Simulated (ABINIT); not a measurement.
Records of electronic-structure calculations.

```cif
data_algan2
_symmetry_space_group_name_H-M 'P-4m2'
_symmetry_Int_Tables_number 115
_cell_length_a 3.1409
_cell_length_b 3.1409
_cell_length_c 4.4238
_cell_angle_alpha 90.000
_cell_angle_beta 90.000
_cell_angle_gamma 90.000
_cell_volume 43.64
loop_
_atom_site_label
_atom_site_type_symbol
_atom_site_symmetry_multiplicity
_atom_site_Wyckoff_symbol
_atom_site_fract_x
_atom_site_fract_y
_atom_site_fract_z
_atom_site_occupancy
Al1 Al 1 c 0.50000 0.50000 0.50000 1
Ga1 Ga 1 a 0.00000 0.00000 0.00000 1
N1 N 2 g 0.50000 0.00000 0.73826 1
_calc_subject 'Quasiparticle gap of AlGaN2 (P-4m2) in ABINIT'
_calc_method 'RPA screening on LDA, plane waves, norm-conserving pseudopotentials (and 2 further levels or steps)'
_calc_program 'ABINIT 10.8.3'
_calc_settings 'cutoff 45 Ha, PseudoDojo scalar-relativistic 0.4.1 stringent, norm-conserving, ngkpt (4, 4, 2), nband 45, ecuteps 3.9 Ha, inclvkb 2, shiftk (0, 0, 0), symchi 1, awtr 1, frequency ppm, 4×4×2 k-mesh'
_calc_cost '5 runs, 2.1 min in all on 4 MPI ranks of Arm Neoverse V1, shared host'
_calc_notes 'The cell and positions are those that the Materials Project relaxed with its own functionals (PBE, PBE+U or r2SCAN), kept fixed. Limits: no spin-orbit coupling. The 4×4×2 mesh is coarse for this cell, which bears on the long-range parts of exchange and screening.'
_calc_lda_gap '2.87 eV, direct'
_calc_g0w0_gap_on_the_mesh '4.17 eV'
_calc_gw_settings '4×4×2 mesh, 45 bands, screening to 106.1 eV, Godby-Needs plasmon pole'
_calc_known_limits 'short of the basis limit; no spin-orbit coupling; coarse k mesh'
```

[Long decimals in the printed logs are rounded to 6 places.]

[Logs are printed without paths, hosts, clocks, repeated set-up lines and the standing remarks that a program may print on its own settings, such as how far it seeks lower states.]

[Paths, hosts, dates, memory and timing lines, banners, echoed tables and standing remarks are left out of the program output; an Ansatz launch command may be rebuilt from the run's recorded settings. Measured values are a selection of at most five: reports struck by readers or far from the other reports are left out. None is set beside runs whose start may be inverted or whose files or cutoffs have a known fault.]

[Runs of the session that timed out or met a known fault of the program may be left out.]

[Hosts, paths, dates, database ids (printed as entryN), source tags and the programs' standing remarks are cut or masked in the printed files.]

[G0W0 gaps are taken among the corrected bands and points alone; a level outside them can change the order at an edge.]

[Where Ansatz stands beside ABINIT at settings called matched, ABINIT's density can come from a denser mesh and the files from another edition; pairs whose starting gaps differed by over 0.03 eV were left out, so agreement reads better than it is.]
